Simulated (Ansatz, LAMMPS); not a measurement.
# Localised basis functions on liquid 62SiO2-19SrO-17Na2O-2Sc2O3 (mol %) at 2500 K (148 atoms)

Wanted: errors and times of a linear-scaling basis for liquid 62SiO2-19SrO-17Na2O-2Sc2O3 (mol %) at 2500 K (148 atoms). A setting counts as converged where the r.m.s. difference of forces stays under 1 % of the r.m.s. force.

Calculated with Ansatz 0.2.0; Kohn-Sham DFT, PBE, PAW (set soft_2), plane waves.

## Step 1: Set-up

The cell holds 148 atoms: 32 Si, 10 Sr, 18 Na, 2 Sc and 86 O. Its edges and angles: a = 12.846 Å, b = 12.846 Å, c = 12.846 Å, α = 90.0°, β = 90.0°, γ = 90.0°. 148 atoms (32 Si, 10 Sr, 18 Na, 2 Sc, 86 O) placed at random at 2.86 g/cm³, melted at 4000 K for 10 ps at fixed volume with the Morse and Coulomb pair potential with partial charges (Pedone, Malavasi, Menziani, Cormack and Segre, J. Phys. Chem. B 110, 11780 (2006)). Snapshot at the end of a hold of 10 ps at 2500 K and fixed volume.

What the set-up can't give: The starting topology of bonds comes from the classical model, and needn't be the one that DFT or experiment would give. Only the Γ point is sampled, in a cell whose shortest periodic width is 13 Å.

## Step 2: The classical run that made the cell

A classical potential supplies the starting structure, since it reaches far longer times than DFT.

This step: classical MD, Morse and Coulomb pair potential with partial charges (Pedone, Malavasi, Menziani, Cormack and Segre, J. Phys. Chem. B 110, 11780 (2006)) (LAMMPS 22 Jul 2025 - Update 4).

The input, in.lmp:

```
# melt-quench of Si32Sr10Na18Sc2O86
units metal
atom_style charge
boundary p p p
region box block 0 12.8456 0 12.8456 0 12.8456
create_box 5 box
mass 1 28.0850   # Si
mass 2 87.6200   # Sr
mass 3 22.9898   # Na
mass 4 44.9559   # Sc
mass 5 15.9990   # O
create_atoms 1 random 32 839155 NULL overlap 1.5 maxtry 2000
create_atoms 2 random 10 839162 NULL overlap 1.5 maxtry 2000
create_atoms 3 random 18 839169 NULL overlap 1.5 maxtry 2000
create_atoms 4 random 2 839176 NULL overlap 1.5 maxtry 2000
create_atoms 5 random 86 839183 NULL overlap 1.5 maxtry 2000
pair_style hybrid/overlay pedone 5.5 coul/long 8.0
pair_coeff * * coul/long
pair_coeff 1 5 pedone 0.340554 2.006700 2.100000 1   # Si-O
pair_coeff 2 5 pedone 0.019623 1.886000 3.328330 3   # Sr-O
pair_coeff 3 5 pedone 0.023363 1.763867 3.006315 5   # Na-O
pair_coeff 4 5 pedone 0.000333 3.144445 3.200000 2.6   # Sc-O
pair_coeff 5 5 pedone 0.042395 1.379316 3.618701 22   # O-O
set type 1 charge 2.4
set type 2 charge 1.2
set type 3 charge 0.6
set type 4 charge 1.8
set type 5 charge -1.2
kspace_style pppm 1.0e-4
neigh_modify delay 0 every 1 check yes
thermo_style custom step time temp pe press density
thermo_modify norm yes
timestep 0.002
thermo 100
# [... 18 lines left out ...]
compute msd all msd com yes
thermo 1250
fix md all nvt temp 2500 2500 0.2
run 5000 post no
print "== T2500: mean square displacement over the hold $(c_msd[4]:%.2f) A^2"
unfix md
uncompute msd
write_dump all custom T2500.dump id type xs ys zs modify sort id
```

Command:

```bash
$ lmp -in in.lmp -log none -nocite
```

The program printed:

```text
LAMMPS (22 Jul 2025 - Update 4)
Created orthogonal box = (0 0 0) to (12.8456 12.8456 12.8456)
Created 32 atoms
Created 10 atoms
Created 18 atoms
Created 2 atoms
Created 86 atoms
PPPM initialization ...
  G vector (1/distance) = 0.3877619
  grid = 15 15 15
  estimated relative force accuracy = 3.9603207e-05
   Step          Time           Temp          PotEng         Press         Density
         0   0              0             -0.41544529     716731.45      2.8629992
       100   0.2            0             -13.394857      909.24849      2.8629992
       103   0.206          0             -13.399867      1716.6049      2.8629992
Loop time of 0.101851 s on 1 MPI rank(s) for 103 steps with 148 atoms
Minimization stats:
  Stopping criterion = energy tolerance
  Energy initial, next-to-last, final =
    -0.415445291783712  -13.3988310166441  -13.3998673417046
  Force two-norm initial, final = 394.34082 2.6137815
  Iterations, force evaluations = 103 139
   Step          Time           Temp          PotEng         Press         Density
         0   0              4000          -13.399867      40016.526      2.8629992
       500   1              2045.5776     -13.135924      40201.9        2.8629992
      1000   2              2128.6205     -13.191819      36561.021      2.8629992
Loop time of 0.610189 s on 1 MPI rank(s) for 1000 steps with 148 atoms
   Step          Time           Temp          PotEng         Press         Density
      1000   2              2128.6205     -13.191819      36561.021      2.8629992
      1666   3.332          4272.1651     -12.792086      56550.06       2.8629992
      2499   4.998          4513.0277     -12.867622      53863.117      2.8629992
      3332   6.664          3686.1813     -12.858309      88727.302      2.8629992
      4165   8.33           4113.8923     -12.811354      88381.932      2.8629992
      4998   9.996          4248.6206     -12.852609      81632.811      2.8629992
[... 2 lines left out ...]
Loop time of 3.12544 s on 1 MPI rank(s) for 5000 steps with 148 atoms
   Step          Time           Temp          PotEng         Press         Density
[... 5 lines left out ...]
Loop time of 3.09203 s on 1 MPI rank(s) for 5000 steps with 148 atoms
   Step          Time           Temp          PotEng         Press         Density
[... 2 lines left out ...]
     12500   25             2717.4133     -13.102765      22631.407      2.8629992
     13750   27.5           2401.2635     -13.113257      43148.97       2.8629992
     15000   30             2451.3116     -13.127801      44919.77       2.8629992
     16000   32             2575.2506     -13.139004      13512.794      2.8629992
Loop time of 3.0413 s on 1 MPI rank(s) for 5000 steps with 148 atoms
== T2500: mean square displacement over the hold 18.53 A^2
```

Elapsed: 10 s, on 1 thread of Arm Neoverse V2, shared host; peak memory 0.069 GiB.

## Step 3: Plane-wave single point

The first run fixes the reference, at a cutoff of 420 eV.

The input, input.yaml:

```yaml
crystal:
  lattice:
    - [12.8456, 0.0, 0.0]
    - [0.0, 12.8456, 0.0]
    - [0.0, 0.0, 12.8456]
  atoms:
    - { symbol: Si, position: [0.20827, 0.85847, 0.65931] }
    - { symbol: Si, position: [0.80444, 0.70451, 0.7651] }
    - { symbol: Si, position: [0.38202, 0.27178, 0.93285] }
    - { symbol: Si, position: [0.19852, 0.23706, 0.7943] }
    - { symbol: Si, position: [0.35115, 0.5574, 0.15884] }
    - { symbol: Si, position: [0.66386, 0.64057, 0.34015] }
    - { symbol: Si, position: [0.67748, 0.60529, 0.96379] }
    - { symbol: Si, position: [0.58691, 0.10878, 0.85406] }
    - { symbol: Si, position: [0.63507, 0.11256, 0.07895] }
    - { symbol: Si, position: [0.15433, 0.15766, 0.39045] }
    - { symbol: Si, position: [0.7001, 0.1017, 0.39593] }
    - { symbol: Si, position: [0.09479, 0.61274, 0.50443] }
    - { symbol: Si, position: [0.79554, 0.90972, 0.90724] }
    - { symbol: Si, position: [0.00444, 0.56675, 0.7126] }
    - { symbol: Si, position: [0.87193, 0.96683, 0.48083] }
    - { symbol: Si, position: [0.03993, 0.33725, 0.62457] }
    - { symbol: Si, position: [0.5589, 0.74978, 0.14139] }
    - { symbol: Si, position: [0.31179, 0.77408, 0.0991] }
    - { symbol: Si, position: [0.40547, 0.73707, 0.54356] }
    - { symbol: Si, position: [0.11867, 0.08777, 0.98005] }
    - { symbol: Si, position: [0.00864, 0.42181, 0.11032] }
    - { symbol: Si, position: [0.57193, 0.9002, 0.78586] }
    - { symbol: Si, position: [0.25959, 0.95637, 0.89043] }
    - { symbol: Si, position: [0.83805, 0.56967, 0.19035] }
    - { symbol: Si, position: [0.71295, 0.93514, 0.20352] }
    - { symbol: Si, position: [0.41118, 0.70847, 0.78626] }
    - { symbol: Si, position: [0.25861, 0.12321, 0.60248] }
    - { symbol: Si, position: [0.4548, 0.48162, 0.81757] }
    - { symbol: Si, position: [0.47745, 0.45664, 0.38282] }
    - { symbol: Si, position: [0.29647, 0.60555, 0.37562] }
    - { symbol: Si, position: [0.83996, 0.33228, 0.60564] }
    - { symbol: Si, position: [0.91355, 0.82699, 0.13714] }
    [... 110 atom lines left out ...]
    - { symbol: O, position: [0.39826, 0.2398, 0.04878] }
    - { symbol: O, position: [0.14734, 0.97985, 0.91143] }
    - { symbol: O, position: [0.1367, 0.30428, 0.71068] }
    - { symbol: O, position: [0.32515, 0.06732, 0.91909] }
    - { symbol: O, position: [0.46068, 0.37624, 0.48927] }
    - { symbol: O, position: [0.57129, 0.43984, 0.74828] }
kpoints:
  mp_grid: { grid: [1, 1, 1] }
hamiltonian:
  xc: pbe
scf:
  occupations: { method: gaussian, width: 0.05 }
output:
  forces: true
  stress: true
  populations: true
  dos:
    method: { smearing: { sigma: 0.15 } }
    de: 0.1
    projected: { site_lists: { Na: [Na], O: [O], Sc: [Sc], Si: [Si], Sr: [Sr] } }
  eigenvalues: true
  write_density: true
  write_potential: true
  volumetric_format: npy
```

Command:

```bash
$ ansatz run input.yaml --threads 8 --pin off --max-ram 15872MiB --backend cpu --events-out ev --progress --plain --runs-dir out
```

The program printed:

```text
Engine: ansatz 0.2.0, aarch64-unknown-linux-gnu
Pseudopotentials: kind: paw
Pseudopotential: Si, paw, valence charge 4, recommended cutoff 420 eV (normal), Si.paw.azcp
Pseudopotential: Sr, paw, valence charge 10, recommended cutoff 420 eV (normal), Sr.paw.azcp
Pseudopotential: Na, paw, valence charge 9, recommended cutoff 420 eV (normal), Na.paw.azcp
Pseudopotential: Sc, paw, valence charge 11, recommended cutoff 420 eV (normal), Sc.paw.azcp
Pseudopotential: O, paw, valence charge 6, recommended cutoff 420 eV (normal), O.paw.azcp
[... 5 lines on functional and potentials left out ...]
Crystal: 148 atoms, lattice volume = 2119.645 Å³
Basis set: ecut = 420 eV, 41395 PW (Γ), exchange–correlation on 180×180×180 points (8 copies of the dense FFT grid, shifted against one another)
Bands: 612, of which v1, the nominal top of the filled ones, is band 464 counted from 1 (463 counted from 0)
Symmetry: 1 space group operations
Space group: P1 (ITA 1), of the structure as read, at distance tolerance 1.3e-4 Å
k-points: 1
[... 11 lines on functional and potentials left out ...]
Initial density: superposition of atomic densities (neutral atoms: chi_scale 0, normalization atom), corrected by the library's trained network
Initial wavefunctions: pseudopotential atomic-orbital guess
Functional: x = pbe(κ = 0.804, μ = 0.219515), c = pbe(β = 0.066725)
SCF iter   1: F=—  HF=-135725.432208 eV  |F-HF|=—  |Δ(HF+E_count)|=         —  Δρ=3.74e-3  dr2=5.31e-1  ethr=1.77e-3  ⟨swp⟩=6.0  Hψ=2855  notcnv=0  defer=127
preconditioner: auto → Resta (q_TF=auto, 2.377 Å⁻¹)  ε∞=3.2  [insulator: Δε(μ)=1.164 eV  Ē_g=16.084 eV  σ=0.050 eV  W_gap=1.00  n_scr=460 (ndim 8)  ℏωp=23.6 eV  f_vac=0.127  D(μ)=0.00/eV (n_scr^D=0)  ε∞_Penn≈3.2]
SCF iter   2: F=—  HF=-135725.352701 eV  |F-HF|=—  |Δ(HF+E_count)|=   7.95e-2  Δρ=2.15e-3  dr2=1.27e-1  ethr=5.72e-5  ⟨swp⟩=2.0  Hψ=1014  notcnv=0  defer=144
SCF iter   3: F=—  HF=-135725.339295 eV  |F-HF|=—  |Δ(HF+E_count)|=   1.34e-2  Δρ=1.08e-3  dr2=4.60e-2  ethr=1.37e-5  ⟨swp⟩=2.0  Hψ=799  notcnv=0  defer=144
SCF iter   4: F=—  HF=-135725.334217 eV  |F-HF|=—  |Δ(HF+E_count)|=   5.08e-3  Δρ=5.06e-4  dr2=6.98e-3  ethr=4.95e-6  ⟨swp⟩=2.0  Hψ=906  notcnv=0  defer=144
SCF iter   5: F=—  HF=-135725.334398 eV  |F-HF|=—  |Δ(HF+E_count)|=   1.81e-4  Δρ=2.96e-4  dr2=2.22e-3  ethr=7.52e-7  ⟨swp⟩=2.0  Hψ=1152  notcnv=0  defer=144
SCF iter   6: F=—  HF=-135725.334614 eV  |F-HF|=—  |Δ(HF+E_count)|=   2.16e-4  Δρ=1.26e-4  dr2=3.77e-4  ethr=2.39e-7  ⟨swp⟩=2.0  Hψ=915  notcnv=0  defer=144
SCF iter   7: F=—  HF=-135725.334724 eV  |F-HF|=—  |Δ(HF+E_count)|=   1.10e-4  Δρ=4.49e-5  dr2=5.29e-5  ethr=4.06e-8  ⟨swp⟩=2.0  Hψ=835  notcnv=0  defer=144
SCF iter   8: F=—  HF=-135725.335085 eV  |F-HF|=—  |Δ(HF+E_count)|=   3.61e-4  Δρ=2.29e-5  dr2=1.28e-5  ethr=5.71e-9  ⟨swp⟩=2.0  Hψ=932  notcnv=0  defer=144
SCF iter   9: F=—  HF=-135725.335097 eV  |F-HF|=—  |Δ(HF+E_count)|=   1.17e-5  Δρ=1.08e-5  dr2=2.83e-6  ethr=1.38e-9  ⟨swp⟩=2.0  Hψ=892  notcnv=0  defer=144
SCF iter  10: F=—  HF=-135725.335099 eV  |F-HF|=—  |Δ(HF+E_count)|=   2.13e-6  Δρ=4.74e-6  dr2=5.51e-7  ethr=3.05e-10  ⟨swp⟩=2.0  Hψ=892  notcnv=0  defer=144
SCF iter  11: F=—  HF=-135725.335099 eV  |F-HF|=—  |Δ(HF+E_count)|=   4.94e-7  Δρ=3.11e-6  dr2=2.09e-7  ethr=5.94e-11  ⟨swp⟩=2.0  Hψ=892  notcnv=0  defer=144
SCF iter  12: F=-135725.335100 eV  HF=-135725.335100 eV  |F-HF|=1.10e-8  |Δ(HF+E_count)|=   9.39e-8  Δρ=1.15e-6  dr2=2.70e-8  ethr=1.08e-11  ⟨swp⟩=21.0  Hψ=5707  notcnv=0
SCF 1 converged in 12 iterations: F = -135725.335100 eV  dr2 = 2.70e-8
  greatest PAW one-centre occupation: 1.000 electrons in one spin orbital (limit 2), on the Na atom at site 50 (counted from 0), in its partial waves of l = 1
SCF converged after 12 iterations
Free energy (F): -135725.335100 eV
Harris-Foulkes:  -135725.335100 eV  (|F-HF|=1.10e-8)
Internal energy: -135725.335100 eV  (E = F + TS)
E sigma→0 (E₀):  -135725.335100 eV
Fermi energy:    6.083550 eV
--- Per-component energies (eV) ---
  E_band       = -7129.162626
  E_kinetic    = 21890.880958
  E_local      = -74076.774194  (includes V_loc(G=0)·N_el)
  E_nonlocal   = 9175.309724
  E_hartree    = 26467.874065
  E_xc         = -10846.721475
  E_vxc        = -12493.659692  (∫ρ·V_xc dr)
  E_paw        = -63648.355813  (= ΣΔE_a)
  E_vpaw       = -4560.885317  (= ΣTr[D̂ρ^β])
  E_aug_tail   = 0.215615  (compensation charges beyond the density's cutoff)
  E_ewald      = -44687.763980
  E_smearing   = -0.000000  (= −TS)
  E_closure    = -0.000000  (closes the sum)
  Σ components = -135725.335100   (vs F -135725.335100, Δ=0.00e0)
--- Forces (eV/Å), atoms counted from 1 ---
  atom   1  Si    10.82145994     2.30405511    -0.96368622
  atom   2  Si     4.33561132     3.38014336    -2.29174422
  atom   3  Si     6.48903692    -1.00607905     2.50321881
  atom   4  Si    -1.02490964    -1.34134926     2.40238560
  atom   5  Si    -0.86744966     4.43769864    -0.30642239
  atom   6  Si    -4.25462402     0.38153868    -2.79893797
  atom   7  Si     3.55094232     6.97175832     5.04790528
  atom   8  Si     3.90235760    11.30476663    -1.04595111
  atom   9  Si     2.99404552     2.62671359     4.90217739
  atom  10  Si     6.21382644    -0.11360663    -5.93488792
  atom  11  Si    -3.60808080    -4.81613717     0.76863865
  atom  12  Si     1.26995152     5.43735809    -2.16030036
  atom  13  Si     1.41331111    -3.67921902    -1.22554107
  atom  14  Si     0.08627073    -2.18033275     2.53720209
[...]
atom 147  O      3.39307199     0.58879754    -1.93384842
  atom 148  O     -3.48769571     1.10097143     1.34306528
  max |Σ_I F_I| component: 1.04e-4 eV/Å
--- Stress (GPa, compression-positive) ---
        8.247392      -0.813173      -0.464353
       -0.813173       3.143066       0.793450
       -0.464353       0.793448       3.202029
  P = ⅓ Tr σ = 4.8642 GPa (48.642 kbar)
--- Band table (eV) ---
  k-point 0: bands = ["-47.3162", "-46.9140", "-46.8116", "-46.7107", [... 596 levels ...], "13.1519", "13.1682", "13.2285", "13.2595", "13.2872", "13.3150", "13.3228", "13.3619", "13.4021", "13.4420", "13.4637", "13.4942"]
--- Löwdin populations: 148 sites ---
  site symbol       q [e]
     0     Si      2.3548
     1     Si      2.3289
     2     Si      2.3700
[...]
147      O      6.9985
  spilling = 0.011510 (of n_electrons = 928.000000)
```

Run time: 37 s. Hardware: 8 threads of Arm Neoverse V2, shared host; peak memory 3.5 GiB; 4.7 min of CPU time.

The column dr2 measures how far the density is from self-consistency, as an energy; F and HF (Harris–Foulkes) agree once it is small.

The run gave:

* free energy: -135725.3351 eV
* free energy per atom: -917.0631 eV/atom
* SCF cycles: 12
* pressure: 4.864 GPa
* r.m.s. force component: 2.989 eV/Å
* longest force: 19.01 eV/Å
* Fermi energy: 6.084 eV
* gap (highest filled to lowest empty level): 0.7354 eV
* spilling of the projection: 0.01151

The r.m.s. force component of 3.0 eV/Å sets the scale for the differences below.

## Step 4: Support functions low

With localised support functions most steps grow linearly with size, though the diagonalisation grows faster unless the density matrix is cut; this run measures error and cost at this size.

This step: Kohn-Sham DFT, PBE, PAW (set soft_2), localised support functions (low) (Ansatz 0.2.0).

input.yaml, the sections that differ from step 3:

```yaml
scf:
  occupations: { method: gaussian, width: 0.05 }
  eigensolver: { kind: { support_functions: { accuracy: low } } }
  max_iter: 150
output:
  forces: true
  eigenvalues: true
# crystal, kpoints, hamiltonian: as in step 3
```

The program printed:

```text
Warning: scf.eigensolver.kind.support_functions: disabling space-group detection — the functions' gradient is summed over unrotated k-points, so no spatial operation reduces the k-mesh or symmetrises the density; time reversal is kept, so that k and −k are solved as one point where they differ and the mesh holds both, and exact exchange and, on two spinor components, a DFT+U term hold to it where the run has them: [...]
settings of this run that can trade accuracy for cost: scf.eigensolver.kind.support_functions; scf.eigensolver.kind.support_functions.accuracy: low [...]
[...]
Crystal: 148 atoms, lattice volume = 2119.645 Å³
Basis set: ecut = 420 eV, 41395 PW (Γ), exchange–correlation on 180×180×180 points (8 copies of the dense FFT grid, shifted against one another)
Bands: 557, of which v1, the nominal top of the filled ones, is band 464 counted from 1 (463 counted from 0)
Symmetry: 1 space group operations
k-points: 1
[...]
SCF iter   1: F=—  HF=-135714.910865 eV  |F-HF|=—  |Δ(HF+E_count)|=         —  Δρ=9.57e-2  dr2=2.25e2  ethr=1.00e-1
[...]
SCF iter  12: F=—  HF=-135725.955002 eV  |F-HF|=—  |Δ(HF+E_count)|=   3.44e-3  Δρ=5.92e-5  dr2=8.62e-5  ethr=3.11e-8  κ⁻¹=7.4e-5(r=7)
SCF iter  13: F=-135725.957715 eV  HF=-135725.957707 eV  |F-HF|=8.62e-6  |Δ(HF+E_count)|=   2.71e-3  Δρ=2.64e-5  dr2=2.22e-5  ethr=9.29e-9
SCF 1 converged in 13 iterations: F = -135725.990869 eV  dr2 = 2.22e-5
[...]
SCF converged after 13 iterations
Stability not checked: this state was not tested for a lower state beside it, because the mixer in use, unlike msr1, does not test its closes by its own steps (another_mixer; see scf.mixing.algorithm and scf.lower_state_search)
Free energy (F): -135725.990869 eV
[...]
Internal energy: -135725.990869 eV  (E = F + TS)
E sigma→0 (E₀):  -135725.990869 eV
Fermi energy:    6.082781 eV
[...]
Σ components = -135725.990869   (vs F -135725.990869, Δ=0.00e0)
--- Forces (eV/Å), atoms counted from 1 ---
  atom   1  Si    10.82173934     2.30447455    -0.96243399
  atom   2  Si     4.33663534     3.38066172    -2.29152214
  atom   3  Si     6.48948171    -1.00639573     2.50322176
  atom   4  Si    -1.02449091    -1.34173606     2.40318415
[...]
atom 148  O     -3.48858177     1.10022333     1.34364370
  max |Σ_I F_I| component: 3.51e-3 eV/Å
--- Band table (eV) ---
[...]
```

Run time: 88 s. Hardware: 8 threads; peak memory 5.5 GiB; 11 min of CPU time.

The program notes that the band table was not solved further than the SCF left it and it switched symmetry off.

Keys that differ from the reference: support_functions.accuracy = "low" and scf.max_iter = 150.

Forces differ from the reference by 0.83 meV/Å r.m.s., 0.028 % of their size, well within a tolerance of 1 %; the energy by -4.4 meV/atom. It took roughly 2.4 times the reference's time (one timing each, with unlike analyses asked), in 13 cycles against 12.

[end of part 1 of 2]

[Long decimals in the printed logs are rounded to 6 places.]

[Logs are printed without paths, hosts, clocks, repeated set-up lines and the standing remarks that a program may print on its own settings, such as how far it seeks lower states.]

[Hosts, paths, dates, database ids (printed as entryN), source tags and the programs' standing remarks are cut or masked in the printed files.]
